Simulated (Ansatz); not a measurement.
# Au chain started as a zigzag: one chain at several levels of theory, part 4 of 4

Wanted: the relaxed geometry and the open channels of the Au chain started as a zigzag, by several methods.

Ansatz 0.2.0; DFT PBE, plane waves, PAW; relaxation of a chain's period (the session's first sound run).

So far. Step 11 (Relaxing the period, cutoff 750 eV): The cell's length comes to 4.690 Å, +0.1 % against the first run, with no moment. Step 12 (Relaxation of atoms and period): The cell's length comes to 4.686 Å, -0.0 % against the first run, with spin left out.

### Step 14. Two-component spinors (continued)

Level of this step: DFT PBE, plane waves, fully relativistic PAW; channels of a perfect chain with spin-orbit coupling (Ansatz).

The slowest values at each energy, most degenerate partners merged, listed up to 1.5 1/Å. The Im kz of the slowest decaying states by energy, zero at the Fermi level:

| energy (eV) | decay 1 (Å⁻¹) | decay 2 (Å⁻¹) | decay 3 (Å⁻¹) | decay 4 (Å⁻¹) |
| --- | --- | --- | --- | --- |
| -0.420 | 0.290 | 0.376 | 0.449 | 1.00 |
| -0.350 | 0.338 | 0.401 | 0.498 | 0.973 |
| -0.315 | 0.355 | 0.413 | 0.524 | 0.960 |
| -0.245 | 0.379 | 0.436 | 0.576 | 0.932 |
| -0.175 | 0.397 | 0.457 | 0.628 | 0.902 |
| -0.105 | 0.411 | 0.478 | 0.682 | 0.869 |
| -0.070 | 0.417 | 0.488 | 0.712 | 0.848 |
| 0.000 | 0.427 | 0.507 | 0.788 | 1.07 |
| 0.070 | 0.436 | 0.525 | 0.795 | 1.08 |
| 0.105 | 0.440 | 0.534 | 0.799 | 1.08 |
| 0.175 | 0.447 | 0.552 | 0.804 | 1.08 |
| 0.245 | 0.452 | 0.568 | 0.809 | 1.08 |
| 0.315 | 0.458 | 0.584 | 0.813 | 1.09 |
| 0.350 | 0.460 | 0.592 | 0.815 | 1.09 |
| 0.420 | 0.464 | 0.607 | 0.818 | 1.09 |

The electronic bands at the labelled points (eV, zero at the Fermi level):

```csv
point,band 33,band 34,band 35,band 36,band 37,band 38,band 39,band 40
Γ,-1.29,-1.29,-0.89,-0.89,-0.54,-0.54,2.33,2.33
halfway,-0.94,-0.94,-0.93,-0.93,-0.66,-0.66,2.11,2.11
Z,-0.87,-0.87,-0.87,-0.87,0.00,0.00,0.00,0.00
```

At the computed energy nearest the Fermi level there are 2 spinor channels, and the thermal average gives 1.00 G₀.

### Step 15. A varied input

This step: DFT PBE, plane waves, PAW; channels and complex bands of a perfect chain; changed: output.transmission.e_range = [0, 2], output.transmission.de = 0.1 (Ansatz 0.2.0).

The atoms of the run on the perfect lead (PBE) are kept and the input is varied, to see whether the result depends on it. The ELF is not written this time.

The input, input.yaml:

```yaml
crystal:
  lattice:
    - [9.0, 0.0, 0.0]
    - [0.0, 7.5, 0.0]
    - [0.0, 0.0, 4.6861181268]
  atoms:
    - { symbol: Au, position: [0.444736493, 0.5, 0.0] }
    - { symbol: Au, position: [0.555263507, 0.5, 0.5] }
kpoints:
  mp_grid: { grid: [1, 1, 18] }
  band_path: { path: ["Γ", Z], npoints: 60 }
scf:
  occupations: { method: fermi_dirac, width: 0.05 }
hamiltonian:
  xc: pbe
output:
  transmission:
    e_range: [0, 2]
    de: 0.1
    kmesh: [1, 1]
    reduced_basis: true
    leads: [[0, 0]]
  dos: { projected: true, e_range: [-6, 4] }
  write_potential: true
  write_density: true
  volumetric_format: npy
```

The run is started by

```
$ ansatz run input.yaml --threads 4 --pin off --max-ram 8192MiB --backend cpu --events-out ev --progress --plain --runs-dir out
```

Numbers of over 12 decimals in the logs are rounded to 6 here.

The program printed:

```text
[...]
Crystal: 2 atoms, lattice volume = 316.313 Å³
Basis set: ecut = 420 eV, 6177 PW (Γ)
Bands: 23, of which v1, the nominal top of the filled ones, is band 19 counted from 1 (18 counted from 0)
Symmetry: 8 space group operations
[...]
k-points: 10 of 18
[...]
SCF iter   1: F=—  HF=-26296.137352 eV  |F-HF|=—  |Δ(HF+E_count)|=         —  Δρ=2.36e-3  dr2=8.90e-3  ethr=1.77e-3  ⟨swp⟩=6.5  Hψ=1167  notcnv=0
[...]
SCF iter   6: F=-26296.141849 eV  HF=-26296.141849 eV  |F-HF|=1.19e-8  |Δ(HF+E_count)|=   2.79e-7  Δρ=3.88e-6  dr2=4.95e-8  ethr=2.63e-10  ⟨swp⟩=3.4  Hψ=824  notcnv=0
SCF 1 converged in 6 iterations: F = -26296.141849 eV  dr2 = 4.95e-8
[...]
transmission: 6 of 36 steps passed
transmission: 12 of 36 steps passed
[...]
transmission: 36 of 36 steps passed
[...]
SCF converged after 6 iterations
Free energy (F): -26296.141849 eV
[...]
Internal energy: -26296.134067 eV  (E = F + TS)
E sigma→0 (E₀):  -26296.137958 eV
Entropy (-TS):   -0.007782 eV (-3.891 meV/atom)
Fermi energy:    -3.065462 eV
[...]
--- Band table (eV; the first three rows and the last of 10) ---
  k-point 0: bands = [... 15 lower, -4.8511, -4.5352, -4.1710, -3.7862, -0.6017, 0.7129, 2.0198, 2.5664]
  k-point 1: bands = [... 15 lower, -4.8659, -4.5095, -4.1704, -3.7969, -0.5878, 0.7487, 2.0386, 2.2778]
  k-point 2: bands = [... 15 lower, -4.8337, -4.4375, -4.1674, -3.8276, -0.5560, 0.8540, 1.6983, 2.0950]
  k-point 9: bands = [... 15 lower, -4.3422, -4.0572, -4.0572, -3.0656, -3.0656, 1.9523, 1.9523, 2.9907]
--- Transmission ---
  basis      : 595 plane waves across, 6 finite elements along
  points     : 1, standing for a mesh of 1 x 1
[...]
crystal 0  : Au2, at the sites [0, 0], period 4.6861 Å: whole cells are its period
[...]
channels       : 1.000000e0 a spin
    conductance    : none, the energies end too early or step too widely for 300 K: set another output.transmission.e_range or a lower de, or, where they end at an eighth of basis.ecutwfc, a higher one
```

It took 8.8 s on 4 threads of Arm Neoverse V2, shared host; peak memory 0.58 GiB; 29 s of CPU time.

Numbers from this step:

- energy at zero smearing: -26296.1380 eV

The open channels of the lead, one spin stays at 1 for energy from 0 to 2 eV.

It took 8.8 s against 25 s for the run it varies; the program gives no conductance for this window, step and temperature, so that result is lost.

The channels at the energy nearest the Fermi level, one spin stays within 0.2 % plus 0.001 of the run it varies.

### Step 16. The same system on other settings

This step: DFT PBE, plane waves, PAW; channels and complex bands of a perfect chain; changed: hamiltonian.pseudopotentials = {"kind": "paw_fr"}, magnetization = {"noncollinear": true, "spin_orbit": true} (Ansatz 0.2.0).

The atoms of the run on the perfect lead (PBE) are kept and the input is varied, to see whether the result depends on it. The ELF is not written this time.

input.yaml, as its differences from that of step 15:

```diff
@@ -15,6 +15,7 @@
   xc: pbe
+  pseudopotentials: { kind: paw_fr }
 output:
   transmission:
-    e_range: [0, 2]
-    de: 0.1
+    e_range: [-2, 2]
+    de: 0.035
     kmesh: [1, 1]
@@ -26 +27,4 @@
   volumetric_format: npy
+magnetization:
+  noncollinear: true
+  spin_orbit: true
```

The program printed:

```text
Error: inconsistent input (output.transmission.reduced_basis, magnetization.noncollinear): a run with two-component spinors is solved on all plane waves alone: leave reduced_basis out
```

The job ended after 0.06 s (4 threads; peak memory 0.08 GiB).

The input was rejected at the start.

The program's message: “Error: inconsistent input (output.transmission.reduced_basis, magnetization.noncollinear): a run with two-component spinors is solved on all plane waves alone: leave reduced_basis out”

### Step 17. Summary of results

- cell length, PBE: 4.686 Å
- cell length, PBEsol: 4.606 Å
- cell length, r2SCAN: 4.635 Å
- cell length, LDA: 4.566 Å
- cell length, PBE, JTH files: 4.690 Å
- cell length, PBE, no spin: 4.686 Å
- conductance, PBE: 1.00 G₀
- conductance, PBEsol: 1.00 G₀
- conductance, r2SCAN: 1.00 G₀
- conductance, LDA: 1.00 G₀
- conductance, with spin-orbit coupling: 1.00 G₀

What this shows: Under PBE the cell's length is 4.69 Å, no moment survives, and it is a metal with 1 channel a spin next to the Fermi level, 1.00 G₀ at 300 K. The cell's length spans 2.6 % over the functionals, shortest under LDA and longest under PBE. A perfect wire passes every open channel, so the conductance counts half a G₀ for each forward-moving state at the Fermi level, spin by spin. At the relaxed period it forms two rows 0.99 Å apart, with 2.55 Å between atoms of unlike rows and 4.69 Å along a row: a zigzag. Transport is coherent and elastic here: the atoms are frozen, so scattering by vibrations plays no part.

[Logs are printed without paths, hosts, clocks, repeated set-up lines and the standing remarks that a program may print on its own settings, such as how far it seeks lower states.]

[Hosts, paths, dates, database ids (printed as entryN), source tags and the programs' standing remarks are cut or masked in the printed files.]
